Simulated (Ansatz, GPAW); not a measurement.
**A 8-layer slab of Ag(111) in an electric field**

Aim: the dipole that a field along the normal induces in a 8-layer slab of Ag(111).

Program: GPAW 26.7.0 and Ansatz 0.2.0. Level of theory: Ansatz plane waves; slab in vacuum with a dipole correction, relaxation, in the first sound run; inputs show where later runs differ. Results are calculated unless marked as measured.

## 1. Set-up

The cell holds 8 atoms: 8 Ag. Cell: a = 2.892 Å, b = 2.892 Å, c = 34.530 Å, α = 90.0°, β = 90.0°, γ = 60.0°. Vacuum lies along c.

## 2. Relaxing the atoms

The atoms are relaxed first, since the surface dipole, and with it the work function, follows the positions of the outer layers. The lowest 4 atoms are held at bulk positions and keep their forces.

File input.yaml:

```yaml
crystal:
  lattice:
    - [2.8920667351, 0.0, 0.0]
    - [1.4460333675, 2.504603262, 0.0]
    - [0.0, 0.0, 34.5295382069]
  atoms:
    - { symbol: Ag, position: [0.6666666667, 0.6666666667, 0.260646405] }
    - { symbol: Ag, position: [0.0, 0.0, 0.3290331464] }
    - { symbol: Ag, position: [0.3333333333, 0.3333333333, 0.3974198879] }
    - { symbol: Ag, position: [0.6666666667, 0.6666666667, 0.4658066293] }
    - { symbol: Ag, position: [0.0, 0.0, 0.5341933707] }
    - { symbol: Ag, position: [0.3333333333, 0.3333333333, 0.6025801121] }
    - { symbol: Ag, position: [0.6666666667, 0.6666666667, 0.6709668536] }
    - { symbol: Ag, position: [0.0, 0.0, 0.739353595] }
kpoints:
  mp_grid: { grid: [12, 12, 1] }
hamiltonian:
  xc: pbe
scf:
  occupations: { method: fermi_dirac, width: 0.1 }
efield:
  axis: 3
  dipole_correction: true
  ramp_width: 0.05
relax:
  f_tol: 0.02
  max_steps: 60
  constraints: [{ sites: [0, 1, 2, 3] }]
output:
  write_potential: true
  write_density: true
  volumetric_format: npy
```

Run with:

```
$ ansatz run input.yaml --threads 4 --pin off --max-ram 8192MiB --backend cpu --events-out ev --progress --plain --runs-dir out
```

Numbers of over 12 decimals in the logs are rounded to 6 here.

Log:

```text
Engine: ansatz 0.2.0, x86_64-unknown-linux-gnu
Pseudopotentials: kind: paw
Pseudopotential: Ag, paw, valence charge 19, recommended cutoff 420 eV (normal), Ag.paw.azcp
Functional definition: PBE
  parameter kappa = 0.804
  parameter beta = 0.066725
  exchange = pbe_x(kappa = kappa, mu = beta*pi^2/3)
  correlation = pbe_c(beta = beta)
Crystal: 8 atoms, lattice volume = 250.114 Å³
Basis set: ecut = 420 eV, 4879 PW (Γ), exchange–correlation on 40×40×480 points (8 copies of the dense FFT grid, shifted against one another)
Bands: 92, of which v1, the nominal top of the filled ones, is band 76 counted from 1 (75 counted from 0)
Symmetry: 6 space group operations
k-points: 19 of 144 (time reversal used)
Non-local potential: Ag, projectors of the file, l = 0: 3, l = 1: 2, l = 2: 2, l = 3: 1
PAW form: soft (Blöchl's): semilocal exchange-correlation on the pseudo side does not see the compensation charge
PAW one-centre angular grid: Ag, 590 points (default); XC on 64 Gauss nodes
Initial density: superposition of atomic densities (neutral atoms: chi_scale 0, normalization atom), corrected by the library's trained network
Initial wavefunctions: pseudopotential atomic-orbital guess
Functional: x = pbe(κ = 0.804, μ = 0.219515), c = pbe(β = 0.066725)
SCF iter   1: F=—  HF=-60723.690395 eV  |F-HF|=—  |Δ(HF+E_count)|=         —  Δρ=1.12e-3  dr2=4.06e-2  ethr=1.77e-3  p=0.000 e·Å  D=3.96e-13 V/Å  ΔV_dip=-0.00 eV  dr2_dipole=2.55e-7  V_vac-E_F(+/−)=4.41/4.41 eV  ⟨swp⟩=6.4  Hψ=6679  notcnv=0  defer=63
efield: sawtooth ramp at fractional position 0.9750 (placed from the atoms, in the widest stretch of the axis that holds none; the zero of the levels goes with the place), width 0.0500; the density the first Hamiltonian is built on has a dipole p = 0.000 e·Å; the dipole correction subtracts the counter field D = 3.96e-13 V/Å, which shifts the + side's vacuum level by -0.00 eV against the − side's; the planar-averaged density in the ramp window peaks in size at 3.0e-6 e/Å³
preconditioner: auto → LDOS  [metal: Δε(μ)=0.078 eV  Ē_g=10.027 eV  σ=0.100 eV  W_gap=0.19  n_scr=32 (ndim 8)  ℏωp=22.0 eV  f_vac=0.432  D(μ)=3.07/eV (n_scr^D=16)  β→1.0]
SCF iter   2: F=—  HF=-60723.696877 eV  |F-HF|=—  |Δ(HF+E_count)|=   6.48e-3  Δρ=6.95e-4  dr2=2.09e-3  ethr=2.67e-5  p=-0.000 e·Å  D=-1.00e-5 V/Å  ΔV_dip=0.00 eV  dr2_dipole=2.83e-7  V_vac-E_F(+/−)=4.45/4.45 eV  ⟨swp⟩=2.5  Hψ=3475  notcnv=0  defer=81
SCF iter   3: F=—  HF=-60723.697112 eV  |F-HF|=—  |Δ(HF+E_count)|=   2.35e-4  Δρ=8.66e-4  dr2=2.25e-3  ethr=1.38e-6  p=0.000 e·Å  D=9.46e-6 V/Å  ΔV_dip=-0.00 eV  dr2_dipole=5.60e-9  V_vac-E_F(+/−)=4.45/4.45 eV  ⟨swp⟩=2.2  Hψ=3215  notcnv=0  defer=81
SCF iter   4: F=—  HF=-60723.696606 eV  |F-HF|=—  |Δ(HF+E_count)|=   5.05e-4  Δρ=1.13e-4  dr2=5.48e-5  ethr=1.38e-6  p=-0.000 e·Å  D=-2.97e-7 V/Å  ΔV_dip=0.00 eV  dr2_dipole=7.72e-10  V_vac-E_F(+/−)=4.44/4.44 eV  ⟨swp⟩=2.1  Hψ=2805  notcnv=0  defer=81
iter 5 did not close the SCF: its close was put off for the readings that it lacked (scf_convergence_deferred on its scf_iter line)
SCF iter   5: F=-60723.696592 eV  HF=-60723.696596 eV  |F-HF|=3.81e-6  |Δ(HF+E_count)|=   1.07e-5  Δρ=4.13e-5  dr2=4.81e-6  ethr=3.61e-8  p=0.000 e·Å  D=7.73e-7 V/Å  ΔV_dip=-0.00 eV  dr2_dipole=4.18e-11  V_vac-E_F(+/−)=4.44/4.44 eV  ⟨swp⟩=2.8  Hψ=3191  notcnv=0  defer=81
SCF iter   6: F=-60723.696595 eV  HF=-60723.696595 eV  |F-HF|=3.62e-9  |Δ(HF+E_count)|=   7.48e-7  Δρ=7.39e-6  dr2=2.35e-7  ethr=3.17e-9  p=0.000 e·Å  D=3.63e-7 V/Å  ΔV_dip=-0.00 eV  dr2_dipole=1.84e-11  V_vac-E_F(+/−)=4.44/4.44 eV  ⟨swp⟩=8.9  Hψ=13167  notcnv=0
SCF 1 converged in 6 iterations: F = -60723.696595 eV  dr2 = 2.35e-7
  greatest PAW one-centre occupation: 1.000 electrons in one spin orbital (limit 2), on the Ag atom at site 3 (counted from 0), in its partial waves of l = 0
relax step   1: F+E_penalty+E_count = -60723.69659497 eV  Δ(F+E_penalty+E_count) = +0.000e0 eV  max|allowed force component| = 1.593e-1 eV/Å  Δτ_max = 0.0000 Å  (6 SCF iters, dr2 threshold 1.00e-5 eV, accepted)
Initial density: handed on by an earlier stage of this run
Initial wavefunctions: those handed on with the density
iter 1 solved again at ethr=3.76e-5 eV; its pass at ethr=3.10e-3 eV (dr2=5.71e-2 eV) is discarded
SCF iter   1: F=—  HF=-60723.728973 eV  |F-HF|=—  |Δ(HF+E_count)|=         —  Δρ=4.46e-3  dr2=4.90e-2  ethr=3.76e-5  p=-0.000 e·Å  D=-9.22e-7 V/Å  ΔV_dip=0.00 eV  dr2_dipole=2.08e-4  V_vac-E_F(+/−)=4.45/4.45 eV  ⟨swp⟩=2.0  Hψ=6743  notcnv=0  defer=107
efield: sawtooth ramp at fractional position 0.9750 (handed on by an earlier solve), width 0.0500; the density the first Hamiltonian is built on has a dipole p = -0.000 e·Å; the dipole correction subtracts the counter field D = -9.22e-7 V/Å, which shifts the + side's vacuum level by +0.00 eV against the − side's; the planar-averaged density in the ramp window peaks in size at 1.8e-6 e/Å³
preconditioner: auto → LDOS  [metal: Δε(μ)=0.027 eV  Ē_g=9.964 eV  σ=0.100 eV  W_gap=0.07  n_scr=32 (ndim 8)  ℏωp=22.0 eV  f_vac=0.428  D(μ)=3.16/eV (n_scr^D=16)  β→1.0]
SCF iter   2: F=—  HF=-60723.723647 eV  |F-HF|=—  |Δ(HF+E_count)|=   5.33e-3  Δρ=3.52e-3  dr2=6.66e-2  ethr=3.22e-5  p=0.001 e·Å  D=1.03e-3 V/Å  ΔV_dip=-0.04 eV  dr2_dipole=1.44e-2  V_vac-E_F(+/−)=4.41/4.45 eV  ⟨swp⟩=2.0  Hψ=3088  notcnv=0  defer=107
SCF iter   3: F=—  HF=-60723.712281 eV  |F-HF|=—  |Δ(HF+E_count)|=   1.14e-2  Δρ=5.18e-4  dr2=4.58e-3  ethr=3.22e-5  p=-0.001 e·Å  D=-3.65e-4 V/Å  ΔV_dip=0.01 eV  dr2_dipole=1.87e-3  V_vac-E_F(+/−)=4.46/4.45 eV  ⟨swp⟩=2.1  Hψ=2653  notcnv=0  defer=107
SCF iter   4: F=—  HF=-60723.712469 eV  |F-HF|=—  |Δ(HF+E_count)|=   1.89e-4  Δρ=6.97e-4  dr2=1.40e-3  ethr=3.02e-6  p=-0.001 e·Å  D=-6.67e-4 V/Å  ΔV_dip=0.02 eV  dr2_dipole=9.97e-5  V_vac-E_F(+/−)=4.47/4.45 eV  ⟨swp⟩=2.0  Hψ=2737  notcnv=0  defer=107
SCF iter   5: F=—  HF=-60723.712212 eV  |F-HF|=—  |Δ(HF+E_count)|=   2.57e-4  Δρ=1.13e-4  dr2=6.49e-5  ethr=9.24e-7  p=-0.001 e·Å  D=-1.02e-3 V/Å  ΔV_dip=0.04 eV  dr2_dipole=2.44e-5  V_vac-E_F(+/−)=4.48/4.45 eV  ⟨swp⟩=2.0  Hψ=3146  notcnv=0  defer=107
SCF iter   6: F=—  HF=-60723.712208 eV  |F-HF|=—  |Δ(HF+E_count)|=   4.47e-6  Δρ=2.15e-5  dr2=1.72e-6  ethr=4.27e-8  p=-0.002 e·Å  D=-1.09e-3 V/Å  ΔV_dip=0.04 eV  dr2_dipole=7.98e-7  V_vac-E_F(+/−)=4.48/4.45 eV  ⟨swp⟩=2.1  Hψ=2550  notcnv=0  defer=107
SCF iter   7: F=-60723.712208 eV  HF=-60723.712208 eV  |F-HF|=1.51e-7  |Δ(HF+E_count)|=   1.10e-7  Δρ=6.58e-6  dr2=2.50e-7  ethr=1.04e-9  p=-0.002 e·Å  D=-1.10e-3 V/Å  ΔV_dip=0.04 eV  dr2_dipole=9.56e-8  V_vac-E_F(+/−)=4.48/4.45 eV  ⟨swp⟩=10.1  Hψ=12366  notcnv=0
SCF 2 converged in 7 iterations: F = -60723.712208 eV  dr2 = 2.50e-7
relax step   2: F+E_penalty+E_count = -60723.71220785 eV  Δ(F+E_penalty+E_count) = -1.561e-2 eV  max|allowed force component| = 3.015e-2 eV/Å  Δτ_max = 0.1906 Å  (7 SCF iters, dr2 threshold 1.59e-6 eV, accepted)
SCF iter   1: F=—  HF=-60723.713064 eV  |F-HF|=—  |Δ(HF+E_count)|=         —  Δρ=8.04e-4  dr2=2.01e-3  ethr=9.45e-6  p=-0.002 e·Å  D=-1.10e-3 V/Å  ΔV_dip=0.04 eV  dr2_dipole=3.59e-4  V_vac-E_F(+/−)=4.48/4.45 eV  ⟨swp⟩=3.9  Hψ=3594  notcnv=0  defer=108
efield: sawtooth ramp at fractional position 0.9750 (handed on by an earlier solve), width 0.0500; the density the first Hamiltonian is built on has a dipole p = -0.002 e·Å; the dipole correction subtracts the counter field D = -1.10e-3 V/Å, which shifts the + side's vacuum level by +0.04 eV against the − side's; the planar-averaged density in the ramp window peaks in size at 2.0e-6 e/Å³
preconditioner: auto → LDOS  [metal: Δε(μ)=0.031 eV  Ē_g=9.967 eV  σ=0.100 eV  W_gap=0.08  n_scr=32 (ndim 8)  ℏωp=22.0 eV  f_vac=0.427  D(μ)=3.16/eV (n_scr^D=16)  β→1.0]
SCF iter   2: F=—  HF=-60723.712889 eV  |F-HF|=—  |Δ(HF+E_count)|=   1.75e-4  Δρ=6.49e-4  dr2=2.37e-3  ethr=1.32e-6  p=-0.001 e·Å  D=-8.07e-4 V/Å  ΔV_dip=0.03 eV  dr2_dipole=8.49e-4  V_vac-E_F(+/−)=4.47/4.45 eV  ⟨swp⟩=2.3  Hψ=3353  notcnv=0  defer=108
SCF iter   3: F=—  HF=-60723.712514 eV  |F-HF|=—  |Δ(HF+E_count)|=   3.75e-4  Δρ=8.68e-5  dr2=1.65e-4  ethr=1.32e-6  p=-0.001 e·Å  D=-1.01e-3 V/Å  ΔV_dip=0.03 eV  dr2_dipole=1.04e-4  V_vac-E_F(+/−)=4.48/4.45 eV  ⟨swp⟩=2.0  Hψ=2445  notcnv=0  defer=108
SCF iter   4: F=—  HF=-60723.712522 eV  |F-HF|=—  |Δ(HF+E_count)|=   7.98e-6  Δρ=9.48e-5  dr2=5.04e-5  ethr=1.08e-7  p=-0.001 e·Å  D=-9.96e-4 V/Å  ΔV_dip=0.03 eV  dr2_dipole=2.21e-5  V_vac-E_F(+/−)=4.48/4.45 eV  ⟨swp⟩=2.0  Hψ=2505  notcnv=0  defer=108
SCF iter   5: F=—  HF=-60723.712608 eV  |F-HF|=—  |Δ(HF+E_count)|=   8.60e-5  Δρ=3.44e-5  dr2=3.86e-6  ethr=3.32e-8  p=-0.001 e·Å  D=-1.05e-3 V/Å  ΔV_dip=0.04 eV  dr2_dipole=7.27e-7  V_vac-E_F(+/−)=4.48/4.45 eV  ⟨swp⟩=2.0  Hψ=2574  notcnv=0  defer=108
SCF iter   6: F=-60723.712607 eV  HF=-60723.712607 eV  |F-HF|=3.21e-8  |Δ(HF+E_count)|=   6.00e-7  Δρ=2.51e-6  dr2=7.50e-8  ethr=6.58e-11  p=-0.001 e·Å  D=-1.04e-3 V/Å  ΔV_dip=0.04 eV  dr2_dipole=4.89e-9  V_vac-E_F(+/−)=4.48/4.45 eV  ⟨swp⟩=8.9  Hψ=13396  notcnv=0
SCF 3 converged in 6 iterations: F = -60723.712607 eV  dr2 = 7.50e-8
relax step   3: F+E_penalty+E_count = -60723.71260706 eV  Δ(F+E_penalty+E_count) = -3.992e-4 eV  max|allowed force component| = 2.994e-3 eV/Å  Δτ_max = 0.0275 Å  (6 SCF iters, accepted)
NSCF: frozen V_eff on 19 k-points
the band table was solved once a step of the walk had ended and its energy, with any forces and stress, was formed, with the checks that follow a solve (9234 applications of the Hamiltonian). They found nothing against the state; the energy, forces and stress were not computed again (output.eigenvalues in the input reference)
WARN: The output density's exchange-correlation potential varies sharply where the density is thin. Do not read a vacuum level from v_tot or v_xc, or from such a field of the output density. On a cell that repeats whose density bears no net charge and no dipole along the vacuum's axis use v_es (v_loc + v_h of the components); under efield.dipole_correction with no amplitude use v_es + v_field, which holds any externa [...]
SCF converged after 6 iterations
Free energy (F): -60723.712607 eV
Harris-Foulkes:  -60723.712607 eV  (|F-HF|=3.21e-8)
Internal energy: -60723.612901 eV  (E = F + TS)
E sigma→0 (E₀):  -60723.662754 eV
Entropy (-TS):   -0.099706 eV (-12.463 meV/atom)
Fermi energy:    7.454531 eV
Dipole field:    D = -0.001128 V/Å  (p = -0.001559 e·Å, saw-weighted, corrected)
Work function:   Φ+ = 4.4839 eV   Φ− = 4.4450 eV
Levels:          The Fermi level and band energies are counted from a zero that moves with the ramp; work functions are not
--- Per-component energies (eV) ---
  E_band       = -3363.129872
  E_kinetic    = 4218.589251
  E_local      = -352631.368748  (includes V_loc(G=0)·N_el)
  E_nonlocal   = 640.470299
  E_hartree    = 174790.210209
  E_xc         = -1478.112599
  E_vxc        = -1877.953522  (∫ρ·V_xc dr)
  E_paw        = -31216.770106  (= ΣΔE_a)
  E_vpaw       = -3293.387953  (= ΣTr[D̂ρ^β])
  E_aug_tail   = 0.002616  (compensation charges beyond the density's cutoff)
  E_efield     = 0.000001  (sawtooth field / dipole correction)
  E_vefield    = 0.011457  (∫n·V_field dr)
  E_ewald      = 144953.366176
  E_smearing   = -0.099706  (= −TS)
  E_closure    = -0.000000  (closes the sum)
  Σ components = -60723.712607   (vs F -60723.712607, Δ=0.00e0)
--- Forces (eV/Å), atoms counted from 1 ---
  atom   1  Ag    -0.00000000    -0.00000000    -0.16226213
  atom   2  Ag     0.00000000     0.00000000     0.03533667
  atom   3  Ag     0.00000000    -0.00000000    -0.02290114
  atom   4  Ag    -0.00000000     0.00000000     0.15203056
  atom   5  Ag     0.00000000     0.00000000    -0.00119063
  atom   6  Ag    -0.00000000    -0.00000000    -0.00116268
  atom   7  Ag    -0.00000000    -0.00000000    -0.00282214
  atom   8  Ag     0.00000000     0.00000000     0.00299365
  max |Σ_I F_I| component: 2.22e-5 eV/Å
--- Band table (eV; the first three rows and the last of 19) ---
  k-point 0: bands = [... 72 lower, 4.2393, 4.3918, 4.3918, 4.4794, 4.4794, 4.4812, 5.7024, 7.0784, ... 12 higher]
  k-point 1: bands = [... 72 lower, 4.1586, 4.2422, 4.3975, 4.4212, 4.4873, 5.0874, 6.1501, 7.4205, ... 12 higher]
  k-point 2: bands = [... 72 lower, 4.2466, 4.3071, 4.4104, 4.5066, 4.9332, 5.8292, 6.9638, 8.2322, ... 12 higher]
  k-point 18: bands = [... 72 lower, 10.7304, 10.7368, 10.7707, 10.9520, 10.9589, 11.0952, 11.3216, 11.5837, ... 12 higher]
--- Relaxed structure (3 steps of the walk, 3 accepted, 0 SCFs on fresh bases) ---
  F+E_penalty+E_count = -60723.71260706 eV   max|allowed force component| = 2.994e-3 eV/Å
  atoms:
    - { symbol: Ag, position: [0.666667, 0.666667, 0.260646405] }
    - { symbol: Ag, position: [0.0, 0.0, 0.3290331464] }
    - { symbol: Ag, position: [0.333333, 0.333333, 0.3974198879] }
    - { symbol: Ag, position: [0.666667, 0.666667, 0.4658066293] }
    - { symbol: Ag, position: [0, 7.980248627404317e-19, 0.535999] }
    - { symbol: Ag, position: [0.333333, 0.333333, 0.605790] }
    - { symbol: Ag, position: [0.666667, 0.666667, 0.675348] }
    - { symbol: Ag, position: [0, 2.6897092577968598e-18, 0.745441] }
```

Wall time 21 s (4 threads of Intel Xeon 6975P-C (Granite Rapids), shared host); peak memory 0.97 GiB; 77 s of CPU time.

Step by step:

| step | energy less that of the first step (eV) | largest force component (eV/Å) |
| --- | --- | --- |
| 1 | 0.0000 | 0.1593 |
| 2 | -0.0156 | 0.0301 |
| 3 | -0.0160 | 0.0030 |

The run keeps the 6 symmetry operations that it works with, so distortions that break them were not tested.

The atoms that moved most (Å):

| atom | dx | dy | dz | length |
| --- | --- | --- | --- | --- |
| Ag8 | 0.000 | 0.000 | 0.210 | 0.210 |
| Ag7 | 0.000 | 0.000 | 0.151 | 0.151 |
| Ag6 | 0.000 | 0.000 | 0.111 | 0.111 |
| Ag5 | 0.000 | 0.000 | 0.062 | 0.062 |

Numbers from this step:

* free energy: -60723.7126 eV
* smearing term TS: 0.09971 eV
* symmetry operations: 6
* upper work function: 4.484 eV
* lower work function: 4.445 eV
* dipole along the normal: -0.001559 e·Å
* dipole field: -0.001128 V/Å
* vacuum level above: 11.94 eV
* vacuum level below: 11.90 eV

The electrostatic potential energy of an electron (with the applied field's), less the Fermi level, planar mean oscillates, so the rows of the table below give means over windows of 2.45 Å about each position, cut where the curve ends. Its maxima inside the range that stand out by 2 % of the span (Å: eV): 10.2: 0.702, 12.5: 0.779, 15.0: 0.734, 17.3: 1.08, 19.7: 1.07, 22.2: 0.996, 24.6: 0.989. Its minima: 9.1: -12.4, 11.4: -12.6, 13.7: -12.5, 16.1: -12.6, 18.6: -12.5, 20.9: -12.5, 23.3: -12.6, 25.8: -12.5.

The electrostatic potential energy of an electron (with the applied field's), less the Fermi level, planar mean by z; means over each step:

z (Å), electrostatic potential energy of an electron (with the applied field's), less the Fermi level, planar mean (eV) and a bar from the least value:
```
     1.23        4.4 ##############################
     3.68        4.4 ##############################
     6.12        4.3 ##############################
     8.58       -4.9 ###
    11.03       -5.9 
    13.47       -5.8 
    15.93       -5.8 
    18.38       -5.7 #
    20.83       -5.7 #
    23.28       -5.7 
    25.73       -5.5 #
    28.18        4.2 #############################
    30.63        4.5 ##############################
    33.08        4.5 ##############################
```

The valence density, planar mean oscillates, so the rows of the table below give means over windows of 2.45 Å about each position, cut where the curve ends. Its maxima inside the range that stand out by 2 % of the span (Å: e/Å³): 9.1: 2.58, 11.4: 2.62, 13.7: 2.59, 16.1: 2.61, 18.6: 2.60, 20.9: 2.59, 23.3: 2.62, 25.8: 2.62. Its minima: 10.2: 0.190, 12.5: 0.193, 15.0: 0.195, 17.3: 0.176, 19.7: 0.179, 22.2: 0.182, 24.5: 0.178.

Valence density, planar mean against z; means over each step:

| z (Å) | valence density, planar mean (e/Å³) |
| --- | --- |
| 3.68 | 8.3e-6 |
| 6.12 | 0.00377 |
| 8.58 | 1.03 |
| 11.03 | 1.08 |
| 13.47 | 1.08 |
| 15.93 | 1.08 |
| 18.38 | 1.07 |
| 20.83 | 1.07 |
| 23.28 | 1.07 |
| 25.73 | 1.06 |
| 28.18 | 0.0123 |
| 30.63 | 2.5e-5 |

The relaxation lowered the energy of the cell by 0.0160 eV.

[end of part 1 of 3]

[Logs are printed without paths, hosts, clocks, repeated set-up lines and the standing remarks that a program may print on its own settings, such as how far it seeks lower states.]

[Hosts, paths, dates, database ids (printed as entryN), source tags and the programs' standing remarks are cut or masked in the printed files.]
